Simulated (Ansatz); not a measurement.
**Preparing K2SrCl4 (Cc) as a host crystal**

Before any defect goes in: K2SrCl4 (Cc) at rest, and how it screens a charge.

Calculated with Ansatz 0.2.0; plane-wave PAW DFPT, PBEsol; dielectric tensors, Born charges and zone-centre modes of the host, in the first sound run; inputs show where later runs differ.

Report form: the programs' logs are mostly left out.

### Step 1. Set-up

It takes space group I-42d (No. 122, tetragonal). Conventional cell: a = 8.984 Å, b = 8.984 Å, c = 9.212 Å, α = 90.00°, β = 90.00°, γ = 90.00°. Nearest to K lie 8 Cl at 3.02 to 3.33 Å. Sr has 8 Cl at 2.92 to 3.23 Å nearest. Nearest to Cl lie 2 Sr at 2.92 to 3.23 Å and 4 K at 3.02 to 3.33 Å. Farther neighbours and most contacts between anions are not listed. That group holds within 0.01 Å; judged at 0.001 Å it is Cc (No. 9).

### Step 2. Dielectric tensors of the host

The response to a uniform electric field gives the electronic dielectric tensor.

File eps/input.yaml:

```yaml
crystal:
  lattice:
    - [4.6045956997, -6.3536173634, -0.1135138628]
    - [4.6045956997, 6.3536173634, -0.1135138628]
    - [-4.4500956482, 0.0, 6.4631267219]
  atoms:
    - { symbol: K, position: [0.6399976794, 0.2522676181, 0.3900304451] }
    - { symbol: K, position: [0.7519301044, 0.8641143988, 0.6141228845] }
    - { symbol: K, position: [0.2522676181, 0.6399976794, 0.8900304451] }
    - { symbol: K, position: [0.8641143988, 0.7519301044, 0.1141228845] }
    - { symbol: Sr, position: [0.3767167213, 0.1267530024, 0.751942755] }
    - { symbol: Sr, position: [0.1267530024, 0.3767167213, 0.251942755] }
    - { symbol: Cl, position: [0.4866133854, 0.4851934946, 0.1340721015] }
    - { symbol: Cl, position: [0.017658851, 0.6496918127, 0.5007380957] }
    - { symbol: Cl, position: [0.1507921653, 0.0186801628, 1.0033938098] }
    - { symbol: Cl, position: [0.6496918127, 0.017658851, 1.0007380957] }
    - { symbol: Cl, position: [0.4851934946, 0.4866133854, 0.6340721015] }
    - { symbol: Cl, position: [0.0186801628, 0.1507921653, 0.5033938098] }
    - { symbol: Cl, position: [0.3533428678, 0.8548477359, 0.3699999084] }
    - { symbol: Cl, position: [0.8548477359, 0.3533428678, 0.8699999084] }
basis:
  ecutwfc: 420
hamiltonian:
  xc: pbesol
kpoints:
  mp_grid: { grid: [4, 4, 4] }
scf:
  occupations: { method: fixed }
  max_iter: 100
phonons:
  method: dfpt
  dielectric: true
  rigid_motions: translations
```

Run with:

```bash
$ ansatz run input.yaml --threads 4 --pin off --max-ram 7536MiB --backend cpu --events-out ev --progress --plain --runs-dir out
```

It took 18 min on 4 threads of Arm Neoverse V1, shared host; peak memory 4 GiB.

Electronic dielectric tensor:

```
2.83 0.00 0.00
0.00 2.87 0.00
0.00 0.00 2.87
```

Static dielectric tensor:

```
13.00  0.00 -0.14
 0.00  7.70  0.00
-0.14  0.00  7.69
```

The principal values of the electronic dielectric tensor are 2.83, 2.87 and 2.87. The principal values of the static dielectric tensor are 7.69, 7.70 and 13.01.

### Step 3. Primitive cell on a dense mesh

A dense mesh gives the host's converged energy, against which the supercell's sampling is tested.

This step: plane-wave PAW DFT, PBEsol; single point of the host's primitive cell on a dense mesh (Ansatz 0.2.0).

dense/input.yaml, as its differences from eps/input.yaml of step 2:

```diff
@@ -22,2 +22,3 @@
   ecutwfc: 420
+  xc_grid: 2
 hamiltonian:
@@ -25,9 +26,5 @@
 kpoints:
-  mp_grid: { grid: [4, 4, 4] }
+  mp_grid: { grid: [5, 5, 5] }
 scf:
-  occupations: { method: fixed }
-  max_iter: 100
-phonons:
-  method: dfpt
-  dielectric: true
-  rigid_motions: translations
+  occupations: { method: fermi_dirac, width: 0.01 }
+  max_iter: 80
```

Run time: 20 s. Hardware: 4 threads; peak memory 1.2 GiB.

### Step 4. Self-consistent run

This step: plane-wave PAW DFT, PBEsol; single point of the defect-free supercell, a test of its k-points (Ansatz 0.2.0).

System of this step: K2SrCl4 (Cc). The cell holds 56 atoms: 16 K, 8 Sr and 32 Cl. Cell: a = 9.212 Å, b = 12.707 Å, c = 15.694 Å, α = 90.0°, β = 126.0°, γ = 90.0°.

File pristine.sampling/input.yaml:

```yaml
crystal:
  lattice:
    - [-9.2091913995, 0.0, 0.2270277256]
    - [0.0, 12.7072347268, 0.0]
    - [8.9001912964, 0.0, -12.9262534438]
  atoms:
    - { symbol: K, position: [0.0538673512, 0.3061349694, 0.3049847774] }
    - { symbol: K, position: [0.5538673512, 0.8061349694, 0.3049847774] }
    - { symbol: K, position: [0.1919777484, 0.0560921472, 0.1929385578] }
    - { symbol: K, position: [0.6919777484, 0.5560921472, 0.1929385578] }
    - { symbol: K, position: [0.0538673512, 0.6938650306, 0.0549847774] }
    - { symbol: K, position: [0.5538673512, 0.1938650306, 0.0549847774] }
    - { symbol: K, position: [0.1919777484, 0.9439078528, 0.4429385578] }
    - { symbol: K, position: [0.6919777484, 0.4439078528, 0.4429385578] }
[... 44 atom lines left out ...]
    - { symbol: Cl, position: [0.3959046981, 0.250752434, 0.8150000458] }
    - { symbol: Cl, position: [0.8959046981, 0.750752434, 0.8150000458] }
    - { symbol: Cl, position: [0.3959046981, 0.749247566, 0.5650000458] }
    - { symbol: Cl, position: [0.8959046981, 0.249247566, 0.5650000458] }
basis:
  ecutwfc: 420
  xc_grid: 2
hamiltonian:
  xc: pbesol
kpoints:
  mp_grid: { grid: [1, 1, 1], shift: [0.25, 0.25, 0.25] }
scf:
  occupations: { method: fermi_dirac, width: 0.01 }
  max_iter: 80
```

The job ended after 15 s (4 threads; peak memory 2.2 GiB; 59 s of CPU time).

This step gave:

```yaml
energy_over_dense_mesh: -2.19e-4 eV/atom
```

### Step 5. Defect free supercell relaxed from its symmetric sites

This cell, the one that will hold the defects, is built from the relaxed host. Its coarser k-points can move the atoms a little, so it is relaxed from the symmetric sites, as the reference for the test of stability.

This step: plane-wave PAW DFT, PBEsol; relaxation of the defect-free supercell from its symmetric sites (Ansatz 0.2.0).

pristine.symmetric/input.yaml, as its differences from pristine.sampling/input.yaml of step 4:

```diff
@@ -72 +72,12 @@
   max_iter: 80
+output:
+  forces: true
+relax:
+  f_tol: 0.01
+  max_steps: 60
+  escape_saddle: false
+checkpoint:
+  write: "../pristine.symmetric.run"
+  compress: false
+  write_wavefunctions: false
+  write_every: 100000
```

Run time: 25 s. Hardware: 4 threads; peak memory 2.3 GiB; 97 s of CPU time.

No atom moved by 0.005 Å in the relaxation.

### Step 6. Defect free supercell relaxed from displaced atoms

This step: plane-wave PAW DFT, PBEsol; relaxation of the defect-free supercell from random displacements, a test of the host's stability (Ansatz 0.2.0).

pristine.rattled/input.yaml, as its differences from pristine.symmetric/input.yaml of step 5:

```diff
@@ -76,6 +76,6 @@
   f_tol: 0.01
-  max_steps: 60
-  escape_saddle: false
+  max_steps: 120
+  random_displacement: { amplitude: 0.08, seed: 4228 }
 checkpoint:
-  write: "../pristine.symmetric.run"
+  write: "../pristine.rattled.run"
   compress: false
```

The job ended after 52 s (4 threads; peak memory 2.3 GiB; 3.3 min of CPU time).

Relaxation path:

| step | energy less that of the first step (eV) | largest force component (eV/Å) |
| --- | --- | --- |
| 1 | 0.0000 | 0.5266 |
| 2 | -0.4172 | 0.1440 |
| 3 | -0.5005 | 0.0078 |
| 4 | -0.5005 | 0.0079 |

The atoms that moved most (Å, from the sites as typed, ahead of the random displacement, the mean shift of all atoms taken out):

| atom | dx | dy | dz | length |
| --- | --- | --- | --- | --- |
| Cl28 | -0.013 | 0.002 | -0.001 | 0.013 |
| Sr38 | 0.011 | -0.002 | -0.001 | 0.011 |
| Cl19 | -0.010 | -0.001 | 0.003 | 0.011 |
| Cl44 | -0.011 | 0.000 | 0.000 | 0.011 |
| Cl53 | -0.010 | 0.001 | 0.003 | 0.010 |
| Cl45 | 0.010 | -0.002 | -0.002 | 0.010 |
| K6 | -0.009 | 0.003 | 0.001 | 0.010 |
| K33 | 0.008 | 0.005 | 0.002 | 0.010 |

The relaxation ends 8.9 meV an atom lower than the displaced start, with a largest force component of 0.0079 eV/Å.

### Step 7. Outcome

| Item | Value |
| --- | --- |
| electronic dielectric constant | principal values (2.83, 2.87, 2.87) |
| static dielectric constant | principal values (7.69, 7.70, 13.01) |
| gap on the k-mesh of the response run (PBEsol) | 5.15 eV |
| supercell relaxed in its symmetry less the displaced and relaxed one | 0.000 eV |
| energy an atom at one point at (¼, ¼, ¼) less that on the dense mesh | 0.000 eV |

**Reading.** Step 6: The energy fell by 0.501 eV from the randomly displaced start; against the sites as typed, Cl28 ends farthest off, by 0.01 Å, once the mean shift is taken out. The displaced cell ends within 0.01 eV of the symmetric one relaxed in its symmetry, so no lower structure shows in this supercell. The k-mesh can miss the band edges, so this gap is an upper bound at this level. All at zero temperature.

[Logs are printed without paths, hosts, clocks, repeated set-up lines and the standing remarks that a program may print on its own settings, such as how far it seeks lower states.]

[Hosts, paths, dates, database ids (printed as entryN), source tags and the programs' standing remarks are cut or masked in the printed files.]

[Runs of the host that timed out are not shown.]

[For some hosts the program warned that the k-mesh of the response run may be too coarse for force constants and the static dielectric constant; such warnings are not always shown.]
